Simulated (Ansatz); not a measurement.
# Ca (Fm-3m): phonon-mediated transition temperature

Aim: the phonon-mediated transition temperature of Ca (Fm-3m) at ambient pressure, over a range of μ*. The cell shown first is a relaxed one, from steps not shown here.

Method: DFT PBE, scalar-relativistic, plane waves, PAW, in Ansatz 0.2.0.

## Step 1: The cell after earlier relaxation steps

Symmetry: Fm-3m, No. 225, cubic system. The conventional cell has a = 5.524 Å, b = 5.524 Å, c = 5.524 Å, α = 90.00°, β = 90.00°, γ = 90.00°. Nearest to Ca lie 12 Ca at 3.91 Å.

## Step 2: Resistivity: q 2×2×2, k 8×8×8, scattering 12×12×12

The run that gives the couplings also evaluates McMillan's and Allen and Dynes's formulas and, where asked, the Eliashberg equations, over a range of μ*.

The input, input.yaml:

```yaml
crystal:
  lattice:
    - [0.0, 2.7620734355, 2.7620734355]
    - [2.7620734355, 0.0, 2.7620734355]
    - [2.7620734355, 2.7620734355, 0.0]
  atoms:
    - { symbol: Ca, position: [0.0, 0.0, 0.0] }
kpoints:
  mp_grid: { grid: [8, 8, 8] }
hamiltonian:
  xc: pbe
scf:
  occupations: { method: methfessel_paxton, width: 0.2 }
output:
  eigenvalues: true
phonons:
  method: dfpt
  qmesh: [2, 2, 2]
  temperatures: { t_max: 1000, t_step: 50 }
  qpath:
    path:
      - [[0.0, 0.0, 0.0], [0.5, 0.0, 0.5], [0.625, 0.25, 0.625]]
      - [[0.375, 0.375, 0.75], [0.0, 0.0, 0.0], [0.5, 0.5, 0.5], [0.5, 0.25, 0.75], [0.5, 0.0, 0.5]]
    npoints: 10
  electrical_resistivity:
    mesh: [12, 12, 12]
    temperatures: [20.0, 50.0, 80.0, 100.0, 150.0, 200.0, 273.0, 300.0, 400.0, 500.0, 600.0, 800.0]
  superconductivity: { mesh: [12, 12, 12] }
```

Run with:

```console
> ansatz run input.yaml --threads 4 --pin off --max-ram 10240MiB --backend cpu --events-out ev --progress --plain --runs-dir out
```

Numbers of over 12 decimals in the logs are rounded to 6 here.

The program printed:

```text
Engine: ansatz 0.2.0, aarch64-unknown-linux-gnu
Pseudopotentials: kind: paw
Pseudopotential: Ca, paw, valence charge 10, recommended cutoff 420 eV (normal), Ca.paw.azcp
Functional definition: PBE
  parameter kappa = 0.804
  parameter beta = 0.066725
  exchange = pbe_x(kappa = kappa, mu = beta*pi^2/3)
  correlation = pbe_c(beta = beta)
Crystal: 1 atoms, lattice volume = 42.144 Å³
Basis set: ecut = 420 eV, 869 PW (Γ), exchange–correlation on 54×54×54 points (8 copies of the dense FFT grid, shifted against one another)
Bands: 9, of which v1, the nominal top of the filled ones, is band 5 counted from 1 (4 counted from 0)
Symmetry: 48 space group operations
k-points: 29 of 512
Non-local potential: Ca, projectors of the file, l = 0: 3, l = 1: 2, l = 2: 2
PAW form: soft (Blöchl's): semilocal exchange-correlation on the pseudo side does not see the compensation charge
PAW one-centre angular grid: Ca, 110 points (default); XC on 64 Gauss nodes
Initial density: superposition of atomic densities (neutral atoms: chi_scale 0, normalization atom), corrected by the library's trained network
Initial wavefunctions: pseudopotential atomic-orbital guess
Functional: x = pbe(κ = 0.804, μ = 0.219515), c = pbe(β = 0.066725)
SCF iter   1: F=—  HF=-1816.860777 eV  |F-HF|=—  |Δ(HF+E_count)|=         —  Δρ=6.82e-4  dr2=1.53e-4  ethr=1.77e-3  ⟨swp⟩=5.2  Hψ=1972  notcnv=0
preconditioner: auto → none  [metal: Δε(μ)=0.108 eV  Ē_g=3.535 eV  σ=0.200 eV  W_gap=0.43  n_scr=8 (ndim 8)  ℏωp=8.1 eV  f_vac=0.000  D(μ)=1.47/eV (n_scr^D=14)  sad-step TF]
SCF iter   2: F=—  HF=-1816.860928 eV  |F-HF|=—  |Δ(HF+E_count)|=   1.52e-4  S|Δr|=    0.00e0  Δρ=3.90e-4  dr2=4.38e-5  ethr=1.53e-6  ⟨swp⟩=2.2  Hψ=637  notcnv=0
SCF iter   3: F=—  HF=-1816.861002 eV  |F-HF|=—  |Δ(HF+E_count)|=   7.37e-5  S|Δr|=    0.00e0  Δρ=9.68e-5  dr2=6.84e-6  ethr=4.38e-7  ⟨swp⟩=2.0  Hψ=292  notcnv=0
SCF iter   4: F=—  HF=-1816.861000 eV  |F-HF|=—  |Δ(HF+E_count)|=   2.35e-6  S|Δr|=    0.00e0  Δρ=3.49e-5  dr2=6.75e-7  ethr=6.84e-8  ⟨swp⟩=2.6  Hψ=407  notcnv=0
SCF iter   5: F=—  HF=-1816.861000 eV  |F-HF|=—  |Δ(HF+E_count)|=   3.38e-7  S|Δr|=    0.00e0  Δρ=1.25e-5  dr2=1.28e-7  ethr=6.75e-9  ⟨swp⟩=2.1  Hψ=413  notcnv=0
SCF iter   6: F=—  HF=-1816.861000 eV  |F-HF|=—  |Δ(HF+E_count)|=   5.09e-8  S|Δr|=    0.00e0  Δρ=4.08e-6  dr2=1.34e-8  ethr=1.28e-9  ⟨swp⟩=2.5  Hψ=394  notcnv=0
SCF iter   7: F=—  HF=-1816.861000 eV  |F-HF|=—  |Δ(HF+E_count)|=   6.02e-9  S|Δr|=    0.00e0  Δρ=7.12e-7  dr2=4.08e-10  ethr=1.34e-10  ⟨swp⟩=2.6  Hψ=415  notcnv=0
SCF iter   8: F=-1816.861000 eV  HF=-1816.861000 eV  |F-HF|=1.82e-12  |Δ(HF+E_count)|=  1.81e-10  S|Δr|=    0.00e0  Δρ=7.06e-8  dr2=3.91e-12  ethr=1.00e-12  ⟨swp⟩=4.0  Hψ=1129  notcnv=0
SCF 1 converged in 8 iterations: F = -1816.861000 eV  dr2 = 3.91e-12
  greatest PAW one-centre occupation: 0.996 electrons in one spin orbital (limit 2), on the Ca atom at site 0 (counted from 0), in its partial waves of l = 0
NSCF: frozen V_eff on 29 k-points
WARN: eigensolver did not converge in 6 slots of this pass, the one above among them; of largest residual over every band (k=18): 1 band(s) unlocked (lowest unlocked band 8, counted from 0; max residual 5.75e-4 eV among the unlocked bands, 5.75e-4 eV over every band); of lowest unlocked band (k=9): band 8
NSCF: frozen V_eff on 59 k-points
DFPT response loops at q = (0, 0, 0) (fractional): preconditioner auto → Kerker (q_TF=auto, 2.147 Å⁻¹) (partly filled bands, converged f_vac=0.000); β = 1.00, the filter's whole step (`scf.mixing.beta` (0.50) is not read by the response loops under this deck's `scf.mixing.preconditioner`; to damp them name `kerker` or `kerker_dos`, under which they read `scf.mixing.beta`, and type it under 1.00, their step now; both keys bind the ground state too); Broyden in place of MSR1
NSCF: frozen V_eff on 300 k-points
DFPT response loops at q = (0, 0, -0.5) (fractional): mixed as the last ones told, above
NSCF: frozen V_eff on 190 k-points
DFPT response loops at q = (0, -0.5, -0.5) (fractional): mixed as the last ones told, above
SCF iter   1: F=—  HF=-1816.860777 eV  |F-HF|=—  |Δ(HF+E_count)|=         —  Δρ=6.82e-4  dr2=1.53e-4  ethr=1.77e-3  ⟨swp⟩=5.2  Hψ=1972  notcnv=0
SCF iter   2: F=—  HF=-1816.860928 eV  |F-HF|=—  |Δ(HF+E_count)|=   1.52e-4  S|Δr|=    0.00e0  Δρ=3.90e-4  dr2=4.38e-5  ethr=1.53e-6  ⟨swp⟩=2.2  Hψ=637  notcnv=0
SCF iter   3: F=—  HF=-1816.861002 eV  |F-HF|=—  |Δ(HF+E_count)|=   7.37e-5  S|Δr|=    0.00e0  Δρ=9.68e-5  dr2=6.84e-6  ethr=4.38e-7  ⟨swp⟩=2.0  Hψ=292  notcnv=0
SCF iter   4: F=—  HF=-1816.861000 eV  |F-HF|=—  |Δ(HF+E_count)|=   2.35e-6  S|Δr|=    0.00e0  Δρ=3.49e-5  dr2=6.75e-7  ethr=6.84e-8  ⟨swp⟩=2.6  Hψ=407  notcnv=0
SCF iter   5: F=—  HF=-1816.861000 eV  |F-HF|=—  |Δ(HF+E_count)|=   3.38e-7  S|Δr|=    0.00e0  Δρ=1.25e-5  dr2=1.28e-7  ethr=6.75e-9  ⟨swp⟩=2.1  Hψ=413  notcnv=0
SCF iter   6: F=—  HF=-1816.861000 eV  |F-HF|=—  |Δ(HF+E_count)|=   5.09e-8  S|Δr|=    0.00e0  Δρ=4.08e-6  dr2=1.34e-8  ethr=1.28e-9  ⟨swp⟩=2.5  Hψ=394  notcnv=0
SCF iter   7: F=—  HF=-1816.861000 eV  |F-HF|=—  |Δ(HF+E_count)|=   6.02e-9  S|Δr|=    0.00e0  Δρ=7.12e-7  dr2=4.08e-10  ethr=1.34e-10  ⟨swp⟩=2.6  Hψ=415  notcnv=0
SCF iter   8: F=-1816.861000 eV  HF=-1816.861000 eV  |F-HF|=2.50e-12  |Δ(HF+E_count)|=  1.81e-10  S|Δr|=    0.00e0  Δρ=7.02e-8  dr2=3.86e-12  ethr=1.00e-12  ⟨swp⟩=1.5  Hψ=796  notcnv=0
SCF 2 converged in 8 iterations: F = -1816.861000 eV  dr2 = 3.86e-12
NSCF: frozen V_eff on 72 k-points
SCF converged after 8 iterations
Stability not checked: this state was not tested for a lower state beside it, because cold or Methfessel-Paxton smearing, or corrected tetrahedra, fill the levels in a way that the test cannot read (fill_not_monotonic; see scf.lower_state_search)
Free energy (F): -1816.861000 eV
Harris-Foulkes:  -1816.861000 eV  (|F-HF|=1.82e-12)
Internal energy: -1816.856928 eV  (E = F + TS)
E sigma→0 (E₀):  -1816.859982 eV
Entropy (-TS):   -0.004072 eV (-4.072 meV/atom)
Fermi energy:    4.912514 eV
--- Per-component energies (eV) ---
  E_band       = -175.105981
  E_kinetic    = 275.525643
  E_local      = -848.252343  (includes V_loc(G=0)·N_el)
  E_nonlocal   = 63.662884
  E_hartree    = 283.905335
  E_xc         = -135.894449
  E_vxc        = -169.383890  (∫ρ·V_xc dr)
  E_paw        = -858.242142  (= ΣΔE_a)
  E_vpaw       = -64.468878  (= ΣTr[D̂ρ^β])
  E_aug_tail   = -0.000006  (compensation charges beyond the density's cutoff)
  E_ewald      = -597.561850
  E_smearing   = -0.004072  (= −TS)
  E_closure    = 0.000000  (closes the sum)
  Σ components = -1816.861000   (vs F -1816.861000, Δ=0.00e0)
[...]
400.00      1.1079e1              no      1.1079e1      1.1079e1      1.1079e1        1.1879e1          1.2076e1
    500.00      1.3626e1              no      1.3626e1      1.3626e1      1.3626e1        1.4707e1          1.4902e1
    600.00      1.6061e1              no      1.6061e1      1.6061e1      1.6061e1        1.7477e1          1.7631e1
    800.00      2.0595e1              no      2.0595e1      2.0595e1      2.0595e1        2.2924e1          2.2822e1
  mean free path at 20 K (of a tensor a third of its trace): 3638 nm by what each carries, 2753 by the Fermi surface alone
  Hall coefficient in a weak field at 20 K (a third of the trace): -1.864e-10 m³/C (as a tensor it moves by 14.5 % between the two finest meshes); by each state's relaxation time: -3.066e-10 m³/C; by a constant relaxation time: -4.202e-10 m³/C
  mean free path at 50 K (of a tensor a third of its trace): 250 nm by what each carries, 199 by the Fermi surface alone
  Hall coefficient in a weak field at 50 K (a third of the trace): -3.518e-10 m³/C (as a tensor it moves by 3.6 % between the two finest meshes); by each state's relaxation time: -3.884e-10 m³/C; by a constant relaxation time: -3.972e-10 m³/C
  mean free path at 80 K (of a tensor a third of its trace): 96.0 nm by what each carries, 80.2 by the Fermi surface alone
  Hall coefficient in a weak field at 80 K (a third of the trace): -3.640e-10 m³/C (as a tensor it moves by 1.7 % between the two finest meshes); by each state's relaxation time: -3.963e-10 m³/C; by a constant relaxation time: -3.724e-10 m³/C
  mean free path at 100 K (of a tensor a third of its trace): 67.6 nm by what each carries, 57.2 by the Fermi surface alone
  Hall coefficient in a weak field at 100 K (a third of the trace): -3.541e-10 m³/C (as a tensor it moves by 2.2 % between the two finest meshes); by each state's relaxation time: -3.840e-10 m³/C; by a constant relaxation time: -3.565e-10 m³/C
  mean free path at 150 K (of a tensor a third of its trace): 40.1 nm by what each carries, 34.2 by the Fermi surface alone
  Hall coefficient in a weak field at 150 K (a third of the trace): -3.194e-10 m³/C (as a tensor it moves by 14.6 % between the two finest meshes); by each state's relaxation time: -3.431e-10 m³/C; by a constant relaxation time: -3.214e-10 m³/C
  mean free path at 200 K (of a tensor a third of its trace): 29.3 nm by what each carries, 24.9 by the Fermi surface alone
  Hall coefficient in a weak field at 200 K (a third of the trace): -2.864e-10 m³/C (as a tensor it moves by 26.3 % between the two finest meshes); by each state's relaxation time: -3.050e-10 m³/C; by a constant relaxation time: -2.939e-10 m³/C
  mean free path at 273 K (of a tensor a third of its trace): 21.6 nm by what each carries, 18.2 by the Fermi surface alone
  Hall coefficient in a weak field at 273 K (a third of the trace): -2.494e-10 m³/C (as a tensor it moves by 39.0 % between the two finest meshes); by each state's relaxation time: -2.632e-10 m³/C; by a constant relaxation time: -2.650e-10 m³/C
  mean free path at 300 K (of a tensor a third of its trace): 19.8 nm by what each carries, 16.6 by the Fermi surface alone
  Hall coefficient in a weak field at 300 K (a third of the trace): -2.389e-10 m³/C (as a tensor it moves by 42.3 % between the two finest meshes); by each state's relaxation time: -2.516e-10 m³/C; by a constant relaxation time: -2.570e-10 m³/C
  mean free path at 400 K (of a tensor a third of its trace): 15.3 nm by what each carries, 12.6 by the Fermi surface alone
  Hall coefficient in a weak field at 400 K (a third of the trace): -2.103e-10 m³/C (as a tensor it moves by 49.9 % between the two finest meshes); by each state's relaxation time: (none: it, or that of a finer mesh, parts from a neighbouring mesh's by over half of the finer one's); by a constant relaxation time: -2.353e-10 m³/C
  mean free path at 500 K (of a tensor a third of its trace): 12.7 nm by what each carries, 10.2 by the Fermi surface alone
  mean free path at 600 K (of a tensor a third of its trace): 11.0 nm by what each carries, 8.68 by the Fermi surface alone
  mean free path at 800 K (of a tensor a third of its trace): 9.02 nm by what each carries, 6.77 by the Fermi surface alone
  the resistivity times a path that all electrons share, by the Fermi surface of the deck's mesh alone (a third of the trace): 1.394e-15 Ω·m²
  not converged in the mesh (λ; λ_tr; the resistivity at 50 K by 41.53 %; the resistivity at 80 K by 45.15 %; the resistivity at 100 K by 45.68 %; the resistivity at 150 K by 46.19 %; the resistivity at 200 K by 46.47 %; the resistivity at 273 K by 46.36 %; the resistivity at 300 K by 46.08 %; the resistivity at 400 K by 44.24 %; the resistivity at 500 K by 42.09 %; the resistivity at 600 K by 39.75 %; the resistivit [...]
  vibrations of 8 cells: unjudged by the run; compare a larger repeat
  the changes of the potential over all sites missed a rigid shift's by 0.00 % (the site terms' by 0.22 %)
  between the force constants' wavevectors the phonons are obtained by Fourier interpolation alone: along a vector of fewer than three repeats the shortest translation of the supercell is 7.812 Å, and under 9.765 Å the phonon self-energy is left out by default: enlarge phonons.supercell (under dfpt, phonons.qmesh)
--- Superconductivity: potentials and phonons of a 2×2×2 supercell ---
           mesh         λ    ħω_log (meV)  μ* declared at (meV)
       12×12×12    0.1403          12.230               14.224
          6×6×6    0.1253          13.181               14.540
          3×3×3    0.1150          14.572               15.458
  λ by the species' shares of the modes' patterns: Ca 0.1403
  with the Fermi level up to 20.6 meV (the hardest mode) off, states and modes as they are: density of states 0.6970 to 0.7396 /eV of one spin and cell, λ 0.1317 to 0.1447
  transition temperature on the deck's mesh (K), isotropic and anisotropic, restricted to the Fermi surface (FSR) and over the full bandwidth (FBW), and the last with the density of states resolved in a narrower window:
        μ*   McMillan   Allen–Dynes      iso. FSR      iso. FBW    aniso. FSR    aniso. FBW  narrow window
      0.08      0.000         0.000    none_found    none_found    none_found    none_found     none_found
      0.10      0.000         0.000    none_found    none_found    none_found    none_found     none_found
      0.12      0.000         0.000    none_found    none_found    none_found    none_found     none_found
      0.13          -             -    none_found    none_found    none_found    none_found     none_found
      0.14          -             -    none_found    none_found    none_found    none_found     none_found
      0.16          -             -    none_found    none_found    none_found    none_found     none_found
      0.20          -             -    none_found    none_found    none_found    none_found     none_found
  none_found: no transition down to 0.1 K
  isotope coefficients −∂ln Tc/∂ln M under μ* = 0.13, the force constants as they are, of the isotropic transitions restricted to the Fermi surface and over the full bandwidth: Ca - and -
  not converged in the mesh (λ): between neighbouring meshes, the two finest first, λ moves by 10.71 % and 8.25 % and the anisotropic transition temperature over the full bandwidth at μ* = 0.13 by nothing (neither mesh has one) and nothing (neither mesh has one); converged means that the two finest part by at most 2.00 % and 5.00 %
  vibrations of 8 cells: unjudged by the run; compare a larger repeat
  the changes of the potential over all sites missed a rigid shift's by 0.00 % (the site terms' by 0.22 %)
  between the force constants' wavevectors the phonons are obtained by Fourier interpolation alone: along a vector of fewer than three repeats the shortest translation of the supercell is 7.812 Å, and under 9.765 Å the phonon self-energy is left out by default: enlarge phonons.supercell (under dfpt, phonons.qmesh)
```

It took 16 s on 4 threads of Arm Neoverse V1, shared host; peak memory 0.54 GiB; 53 s of CPU time.

The column dr2 measures how far the density is from self-consistency, as an energy; F and HF (Harris–Foulkes) agree once it is small.

Numbers from this step:

```yaml
volume_per_atom: 42.14 Å³
metallic_on_mesh: yes
gap_on_the_k_mesh: 0 eV
zero_point_energy: 0.02071 eV/cell
share_of_imaginary_modes_in_the_plain_interpolation_between_solved_wavevectors: 0
highest_frequency_solved_or_plainly_interpolated: 166 cm⁻¹
debye_temperature_second_moment: 214 K
resistivity_at_300_k: 8.416 μΩ cm
coupling_constant_lambda: 0.1403
density_of_states_at_the_fermi_level: 0.7304 states/eV a spin and cell
log_mean_phonon_energy_omega_log: 12.23 meV
transport_coupling_constant_lambda_tr: 0.1309, 0.1309, 0.1309 (xx, yy, zz)
drude_plasma_energy: 4.06, 4.06, 4.06 eV (xx, yy, zz)
resistivity_times_mean_free_path: 13.94, 13.94, 13.94 × 10⁻¹⁶ Ω m² (xx, yy, zz)
second_moment_phonon_energy_omega: 14.22 meV
coupling_lambda_by_branch: 0.03, 0.022, 0.0883 (branches by rank of frequency)
```

An empty cell: under 1 mK by a formula, or no transition down to the floor of the Eliashberg search. Transition temperatures:

```csv
μ*,McMillan Tc (K),Allen–Dynes Tc (K)
0.08,-,-
0.1,-,-
0.12,-,-
0.13,-,-
0.14,-,-
0.16,-,-
0.2,-,-
```

(Continued in part 2 of 2.)

[Logs are printed without paths, hosts, clocks, repeated set-up lines and the standing remarks that a program may print on its own settings, such as how far it seeks lower states.]

[Hosts, paths, dates, database ids (printed as entryN), source tags and the programs' standing remarks are cut or masked in the printed files.]
